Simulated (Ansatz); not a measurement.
## Rh (Rhodium, Fm-3m): thermal expansion from first principles

How much does Rhodium expand with temperature?

Program: Ansatz 0.2.0. Level of theory: DFT PBEsol, scalar-relativistic, plane waves, PAW. Results are calculated unless marked as measured.

Report form: the programs' logs are mostly left out.

The database entry behind the starting cell differs from later determinations by our own check (an axis about 0.2 % short against later determinations), so it need not match the best structure at ambient conditions.

### 1. The starting structure

It takes space group Fm-3m (No. 225, cubic). The conventional cell has a = 3.796 Å, b = 3.796 Å, c = 3.796 Å, α = 90.00°, β = 90.00°, γ = 90.00°. Nearest to Rh lie 12 Rh at 2.68 Å.

### 2. A first coarse run

Before spending time, one coarse run tells the gap and the pressure of the starting cell.

The input, input.yaml:

```yaml
crystal:
  lattice:
    - [0.0, 1.89785, 1.89785]
    - [1.89785, 0.0, 1.89785]
    - [1.89785, 1.89785, 0.0]
  atoms:
    - { symbol: Rh, position: [0.0, 0.0, 0.0] }
kpoints:
  mp_grid: { grid: [8, 8, 8] }
hamiltonian:
  xc: pbesol
scf:
  occupations: { method: gaussian, width: 0.1 }
  lower_state_search: "off"
output:
  forces: true
  stress: true
  eigenvalues: true
```

The run is started by

```
$ ansatz run input.yaml --threads 8 --pin off --max-ram 16384MiB --backend cpu --events-out ev --progress --plain --runs-dir out
```

Wall time 0.71 s (8 threads of Arm Neoverse V2, shared host); peak memory 0.26 GiB; 1.1 s of CPU time.

Numbers from this step:

| Quantity | Value |
| --- | --- |
| pressure | -2.671 GPa |
| volume per atom | 13.67 Å³/atom |
| gap on the k-mesh | 0 eV |

The start is under -2.7 GPa at this level and looks like a metal on this mesh.

### 3. Finding the static equilibrium

The vibrations must be taken about the equilibrium of this functional, not about the starting cell, so the structure is relaxed.

input.yaml, the sections that differ from step 2:

```yaml
kpoints:
  mp_grid: { grid: [18, 18, 18] }
relax:
  adjacent_minimum: "off"
  f_tol: 0.005
  max_steps: 80
  cell: { stress_tol: 0.05 }
# crystal, hamiltonian, scf, output: as in step 2
```

The job ended after 1.5 s (8 threads; peak memory 0.32 GiB).

Step by step:

```csv
step,energy less that of the first step (eV),largest force component (eV/Å),pressure (GPa),volume (Å³)
1,0.0000,0.0000,-3.57,13.67
2,-0.0007,0.0000,3.17,13.36
3,-0.0020,0.0000,-0.08,13.51
4,-0.0020,0.0000,0.00,13.50
5*,-0.0019,0.0000,0.00,13.50
```

Relaxation steps marked * repeat the geometry before them on a plane-wave basis chosen anew for their cell, so energy and pressure can jump there.

```csv
"conventional cell, symmetrised",before,after,change
a (Å),3.796,3.780,-0.4 %
b (Å),3.796,3.780,-0.4 %
c (Å),3.796,3.780,-0.4 %
volume (Å³/atom),13.67,13.50,-1.2 %
```

Final coordinates:

```xyz
1
Lattice="0.0000 1.8900 1.8900 1.8900 0.0000 1.8900 1.8900 1.8900 0.0000" Properties=species:S:1:pos:R:3 pbc="T T T"
Rh    0.0000    0.0000    0.0000
```

This step gave:

- pressure: -6.55e-4 GPa
- volume per atom: 13.50 Å³/atom

The relaxation ends with a pressure of 0.00 GPa.

### 4. Tight relaxation

The thresholds are tightened for a last relaxation ahead of the phonons, and where mesh or smearing change with them the cell follows.

The input, input.yaml:

```yaml
crystal:
  lattice:
    - [0.0, 1.889990049, 1.889990049]
    - [1.889990049, 0.0, 1.889990049]
    - [1.889990049, 1.889990049, 0.0]
  atoms:
    - { symbol: Rh, position: [0.0, 0.0, 0.0] }
kpoints:
  mp_grid: { grid: [20, 20, 20] }
hamiltonian:
  xc: pbesol
scf:
  occupations: { method: methfessel_paxton, width: 0.2 }
  lower_state_search: "off"
output:
  forces: true
  stress: true
  eigenvalues: true
relax:
  adjacent_minimum: "off"
  f_tol: 0.001
  max_steps: 60
  cell: { stress_tol: 0.01 }
```

Elapsed: 1.5 s, on 8 threads; peak memory 0.34 GiB.

Little changed from the start: no atom moved by 0.005 Å and no cell edge by 0.1 %.

Numbers from this step:

```
pressure : 8.61e-5 GPa
```

The residual pressure is 8.6e-5 GPa, small enough for phonons.

### 5. A new level, relaxed again

The functional, the potentials or the cutoff change, so the crystal is relaxed again at the new setting.

input.yaml, the sections that differ from step 4:

```yaml
crystal:
  lattice:
    - [0.0, 1.889797941, 1.889797941]
    - [1.889797941, 0.0, 1.889797941]
    - [1.889797941, 1.889797941, 0.0]
  atoms:
    - { symbol: Rh, position: [0.0, 0.0, 0.0] }
output:
  forces: true
  stress: true
  eigenvalues: true
  write_density: true
  write_potential: true
  elf: true
  volumetric_format: npy
basis:
  ecutwfc: 550.0
# kpoints, hamiltonian, scf, relax: as in step 4
```

The job ended after 2 s (8 threads; peak memory 0.38 GiB).

Little changed from the start: no atom moved by 0.005 Å and no cell edge by 0.1 %.

This step gave:

| Quantity | Value |
| --- | --- |
| pressure | -5.24e-5 GPa |

Valence density in the ac plane of the conventional cell at fractional y = 0.000, with atoms of Rh within 0.2 Å of it. It is the smooth field of the valence electrons, not physical close to the nuclei.

Ten even steps from '_' (0 e/Å³) to '@' (14 e/Å³), each cell a mean:
```
%%**--________________..==##
++--..__________________::==
....______________________..
____________________________
__________..----::..________
________..--**##++::________
________..++%%@@##--________
________..==##%%**--________
__________::==++--..________
____________......__________
____________________________
--::..__________________..--
##++::________________..--**
@@##--________________..++%%
```
Columns run along a (3.8 Å), rows up along c (3.8 Å), edges of the conventional cell, whose origin can differ from the input's. Atoms in or near the plane, at fractional coordinates: Rh at (0.00, 0.00), Rh at (0.50, 0.50).

ELF in the ac plane of the conventional cell at fractional y = 0.000, with atoms of Rh within 0.2 Å of it. It is the smooth field of the valence electrons, not physical close to the nuclei.

Values, 14 rows by 14 columns, each cell a mean:
```
0.77 0.74 0.62 0.37 0.23 0.21 0.20 0.19 0.20 0.21 0.27 0.49 0.68 0.76
0.71 0.64 0.48 0.29 0.23 0.23 0.21 0.20 0.21 0.23 0.25 0.37 0.55 0.68
0.52 0.44 0.31 0.25 0.25 0.23 0.23 0.23 0.23 0.24 0.26 0.28 0.37 0.49
0.28 0.25 0.24 0.26 0.25 0.29 0.37 0.41 0.35 0.28 0.26 0.26 0.25 0.27
0.21 0.22 0.24 0.24 0.31 0.48 0.62 0.65 0.57 0.41 0.28 0.24 0.23 0.21
0.20 0.21 0.22 0.25 0.44 0.64 0.74 0.75 0.71 0.57 0.35 0.23 0.21 0.20
0.19 0.20 0.21 0.28 0.52 0.71 0.77 0.77 0.75 0.65 0.41 0.23 0.20 0.19
0.19 0.20 0.21 0.27 0.49 0.68 0.76 0.77 0.74 0.62 0.37 0.23 0.21 0.20
0.20 0.21 0.23 0.25 0.37 0.55 0.68 0.71 0.64 0.48 0.29 0.23 0.23 0.21
0.23 0.23 0.24 0.26 0.28 0.37 0.49 0.52 0.44 0.31 0.25 0.25 0.23 0.23
0.41 0.35 0.28 0.26 0.26 0.25 0.27 0.28 0.25 0.24 0.26 0.25 0.29 0.37
0.65 0.57 0.41 0.28 0.24 0.23 0.21 0.21 0.22 0.24 0.24 0.31 0.48 0.62
0.75 0.71 0.57 0.35 0.23 0.21 0.20 0.20 0.21 0.22 0.25 0.44 0.64 0.74
0.77 0.75 0.65 0.41 0.23 0.20 0.19 0.19 0.20 0.21 0.28 0.52 0.71 0.77
```
Columns run along a (3.8 Å), rows up along c (3.8 Å), edges of the conventional cell, whose origin can differ from the input's. Atoms in or near the plane, at fractional coordinates: Rh at (0.00, 0.00), Rh at (0.50, 0.50).

Electrostatic potential energy in the ac plane of the conventional cell at fractional y = 0.000, with atoms of Rh within 0.2 Å of it. With pseudopotentials it is smooth inside the atoms' cores, unlike the true potential.

Ten even steps from '_' (-73 eV) to '@' (26 eV), each cell a mean:
```
__..--##@@@@@@@@@@@@%%**::__
::--++%%@@@@@@@@@@@@@@##==::
++**%%@@@@@@@@@@@@@@@@%%##**
%%@@@@@@@@%%######%%@@@@@@%%
@@@@@@@@%%++----==**%%@@@@@@
@@@@@@@@**--..__..==##@@@@@@
@@@@@@%%++::______--##@@@@@@
@@@@@@%%**::____..--##@@@@@@
@@@@@@@@##==::::--++%%@@@@@@
@@@@@@@@%%##**++**%%@@@@@@@@
####%%@@@@@@%%%%@@@@@@@@%%##
--==**%%@@@@@@@@@@@@@@%%++--
__..==##@@@@@@@@@@@@@@**--..
____--##@@@@@@@@@@@@%%++::__
```
Columns run along a (3.8 Å; values clipped at the 3rd and 97th percentile), rows up along c (3.8 Å), edges of the conventional cell, whose origin can differ from the input's. Atoms in or near the plane, at fractional coordinates: Rh at (0.00, 0.00), Rh at (0.50, 0.50).

The residual pressure is -5.2e-5 GPa, small enough for phonons.

### 6. The quasi-harmonic study

Thermal expansion follows from how the free energy of the vibrations (and of the electrons in a metal) changes with strain, so the program makes strained cells, their phonons and a fit in one run.

input.yaml, the sections that differ from step 5:

```yaml
crystal:
  lattice:
    - [0.0, 1.8897333946, 1.8897333946]
    - [1.8897333946, 0.0, 1.8897333946]
    - [1.8897333946, 1.8897333946, 0.0]
  atoms:
    - { symbol: Rh, position: [0.0, 0.0, 0.0] }
output:
  eigenvalues: true
phonons:
  method: dfpt
  qmesh: [4, 4, 4]
  temperatures: { t_max: 1200.0, t_step: 50 }
  thermal_expansion: {}
# kpoints, hamiltonian, scf, basis: as in step 5
# relax: removed
```

It took 9.7 min on 8 threads; peak memory 4.5 GiB.

Numbers from this step:

* pressure: -4.98e-5 GPa
* volume expansion coefficient at 298 K: 24.25 1e-6/K
* C_P at 298 K: 24.72 J/mol-atom/K
* entropy at 298 K: 31.55 J/mol-atom/K
* isothermal bulk modulus at 298 K: 283.1 GPa
* Grüneisen parameter at 298 K: 2.314
* volume at 298 K: 13.60 Å³/atom
* principal linear expansion coefficients at 298 K: 8.084, 8.084, 8.084 1e-6/K

Strained cells of the study; zero-point energy where phonons were solved; the pressures are stresses at a fixed cutoff and can carry an offset from the finite basis. Expansion cells, by row:

```csv
cell,|a| (Å),|b| (Å),|c| (Å),V (Å³/atom),E - E_lowest (meV/atom),"pressure, compression positive (GPa)",gap (eV),zero-point energy (meV/atom)
1,2.672,2.672,2.672,13.5,0,-0.007,-,-
2,2.694,2.694,2.694,13.82,6.953,-6.665,-,-
3,2.651,2.651,2.651,13.18,7.305,7.514,-,-
4,2.673,2.673,2.673,13.5,0.001,-0.094,-,33.33
5,2.686,2.686,2.686,13.7,2.858,-4.352,-,32.16
6,2.7,2.7,2.7,13.91,11.24,-8.359,-,30.97
7,2.713,2.713,2.713,14.13,24.74,-12.02,-,29.81
8,2.646,2.646,2.646,13.1,11.29,9.453,-,-
9,2.659,2.659,2.659,13.3,2.724,4.501,-,-
10,2.734,2.734,2.734,14.45,54.13,-16.97,-,-
```

Quasi-harmonic; a, b, c are the run's own cell vectors. Expansion, by row:

```csv
T (K),a (Å),b (Å),c (Å),alpha (deg),beta (deg),gamma (deg),cell volume (Å³/cell),alpha_a (1e-6/K),alpha_b (1e-6/K),alpha_c (1e-6/K),alpha_V (1e-6/K),C_P (J/mol-atom/K),C_V (J/mol-atom/K),S (J/mol-atom/K),B_T (GPa),B_S (GPa),Grueneisen,extrapolation,fit error (1e-6/K)
0,2.675,2.675,2.675,60,60,60,13.54,0,0,0,0,0,0,0,292.7,292.7,-,0,0
50,2.675,2.675,2.675,60,60,60,13.54,1.51,1.51,1.51,4.53,5.017,5.014,1.771,292.5,292.6,2.153,0,0
100,2.676,2.676,2.676,60,60,60,13.55,4.82,4.82,4.82,14.45,15.22,15.17,8.689,291.2,292.1,2.262,0,0
150,2.677,2.677,2.677,60,60,60,13.56,6.47,6.47,6.47,19.41,20.15,20.02,15.92,289.3,291.2,2.291,0,0
200,2.678,2.678,2.678,60,60,60,13.57,7.29,7.29,7.29,21.87,22.53,22.3,22.08,287.3,290.2,2.303,0,0
250,2.679,2.679,2.679,60,60,60,13.59,7.77,7.77,7.77,23.31,23.87,23.55,27.27,285.2,289,2.309,0,0
298.1,2.68,2.68,2.68,60,60,60,13.6,8.08,8.08,8.08,24.25,24.72,24.31,31.55,283.1,287.8,2.314,0,0
300,2.68,2.68,2.68,60,60,60,13.61,8.09,8.09,8.09,24.28,24.75,24.34,31.7,283,287.8,2.314,0,0
350,2.681,2.681,2.681,60,60,60,13.62,8.34,8.34,8.34,25.03,25.39,24.88,35.56,280.8,286.5,2.317,0,0
400,2.682,2.682,2.682,60,60,60,13.64,8.55,8.55,8.55,25.65,25.9,25.3,38.99,278.6,285.2,2.32,0,0
450,2.683,2.683,2.683,60,60,60,13.66,8.73,8.73,8.73,26.2,26.34,25.64,42.07,276.3,283.9,2.322,0,0.01
500,2.684,2.684,2.684,60,60,60,13.67,8.9,8.9,8.9,26.71,26.74,25.93,44.86,274.1,282.6,2.324,0,0.01
550,2.685,2.685,2.685,60,60,60,13.69,9.07,9.07,9.07,27.2,27.11,26.2,47.43,271.7,281.2,2.327,0,0.01
600,2.687,2.687,2.687,60,60,60,13.71,9.23,9.23,9.23,27.68,27.47,26.45,49.8,269.4,279.8,2.329,0,0.01
650,2.688,2.688,2.688,60,60,60,13.73,9.39,9.39,9.39,28.16,27.82,26.68,52.02,267,278.4,2.331,0,0.01
700,2.689,2.689,2.689,60,60,60,13.75,9.55,9.55,9.55,28.65,28.17,26.91,54.09,264.6,277,2.333,0,0.01
750,2.69,2.69,2.69,60,60,60,13.77,9.71,9.71,9.71,29.14,28.52,27.13,56.05,262.1,275.5,2.335,0,0.01
800,2.692,2.692,2.692,60,60,60,13.79,9.88,9.88,9.88,29.64,28.86,27.35,57.9,259.6,274,2.337,0,0.01
850,2.693,2.693,2.693,60,60,60,13.81,10.05,10.05,10.05,30.14,29.22,27.57,59.66,257.1,272.6,2.339,0,0.01
900,2.694,2.694,2.694,60,60,60,13.83,10.22,10.22,10.22,30.67,29.58,27.78,61.34,254.6,271,2.341,0,0.01
950,2.696,2.696,2.696,60,60,60,13.85,10.4,10.4,10.4,31.2,29.94,28,62.95,252,269.5,2.343,0,0.01
1000,2.697,2.697,2.697,60,60,60,13.88,10.58,10.58,10.58,31.75,30.31,28.21,64.49,249.4,267.9,2.345,0,0.01
1050,2.699,2.699,2.699,60,60,60,13.9,10.77,10.77,10.77,32.31,30.68,28.42,65.98,246.7,266.4,2.348,0,0.01
1100,2.7,2.7,2.7,60,60,60,13.92,10.96,10.96,10.96,32.89,31.06,28.63,67.42,244,264.8,2.35,0,0.01
1150,2.702,2.702,2.702,60,60,60,13.94,11.16,11.16,11.16,33.48,31.45,28.84,68.81,241.3,263.2,2.353,0,0.01
1200,2.703,2.703,2.703,60,60,60,13.97,11.37,11.37,11.37,34.1,31.84,29.04,70.15,238.5,261.5,2.356,0,0.01
```

Expansion coefficient against temperature; values in 1e-6/K:

```csv
temperature (K),volume,principal 1
0,0,0
50,4.53,1.51
100,14.4,4.82
150,19.4,6.47
200,21.9,7.29
250,23.3,7.77
298,24.2,8.08
300,24.3,8.09
350,25.0,8.34
400,25.6,8.55
450,26.2,8.73
500,26.7,8.9
550,27.2,9.07
600,27.7,9.23
650,28.2,9.39
700,28.6,9.55
750,29.1,9.71
800,29.6,9.88
850,30.1,10.1
900,30.7,10.2
950,31.2,10.4
1000,31.8,10.6
1050,32.3,10.8
1100,32.9,11.0
1150,33.5,11.2
1200,34.1,11.4
```

At 298 K the volume expansion is 24.3 × 10⁻⁶/K and B_T is 283 GPa. The q-mesh is coarse, so this is a first estimate.

### 7. The quasi-harmonic study, cutoff 487.2 eV, k-mesh 32×32×32

input.yaml, the sections that differ from step 6:

```yaml
crystal:
  lattice:
    - [0.0, 1.889797941, 1.889797941]
    - [1.889797941, 0.0, 1.889797941]
    - [1.889797941, 1.889797941, 0.0]
  atoms:
    - { symbol: Rh, position: [0.0, 0.0, 0.0] }
kpoints:
  mp_grid: { grid: [32, 32, 32] }
# hamiltonian, scf, output, phonons: as in step 6
# basis: removed
```

The job ended after 30 min (8 threads; peak memory 11 GiB).

The run was cut off at its time limit.

### 8. The quasi-harmonic study, cutoff 487.2 eV, k-mesh 21×21×21

Edit input.yaml of step 7 so:

```diff
@@ -8,3 +8,3 @@
 kpoints:
-  mp_grid: { grid: [32, 32, 32] }
+  mp_grid: { grid: [21, 21, 21] }
 hamiltonian:
@@ -18,3 +18,3 @@
   method: dfpt
-  qmesh: [4, 4, 4]
+  qmesh: [7, 7, 7]
   temperatures: { t_max: 1200.0, t_step: 50 }
```

Elapsed: 17 min, on 8 threads; peak memory 4.6 GiB.

The run was cut off at its time limit.

The program's message: “cancelled by the caller ahead of an NSCF pass”

### 9. Outcome

| Property | Result |
| --- | --- |
| settings of these figures | PBEsol, 550 eV, k 20×20×20, q 4×4×4 |
| volume expansion coefficient at 298 K | 24.25 1e-6/K |
| C_P at 298 K | 24.72 J/mol-atom/K |
| entropy at 298 K | 31.55 J/mol-atom/K |
| isothermal bulk modulus at 298 K | 283.1 GPa |
| Grüneisen parameter at 298 K | 2.314 |
| volume at 298 K | 13.60 Å³/atom |
| principal linear expansion coefficients at 298 K | 8.084, 8.084, 8.084 1e-6/K |

Near room temperature Rhodium expands by 24.3 × 10⁻⁶/K in volume by PBEsol, with C_P = 24.7 J/(mol K) per mole of atoms and B_T = 283 GPa. The q-mesh is coarse, and the expansion can converge slowly with it. C_P at room temperature is 99 % of the classical 3R an atom. In this metal the study includes the electrons' free energy, which adds a term that grows with temperature, so the heat capacities need not level off at 3R. The PAW files were made for PBE and are used here under another functional, for which the program regenerates the frozen cores.

[Logs are printed without paths, hosts, clocks, repeated set-up lines and the standing remarks that a program may print on its own settings, such as how far it seeks lower states.]

[Hosts, paths, dates, database ids (printed as entryN), source tags and the programs' standing remarks are cut or masked in the printed files.]

[A step with changed settings may run another functional than the one named; its input shows which.]
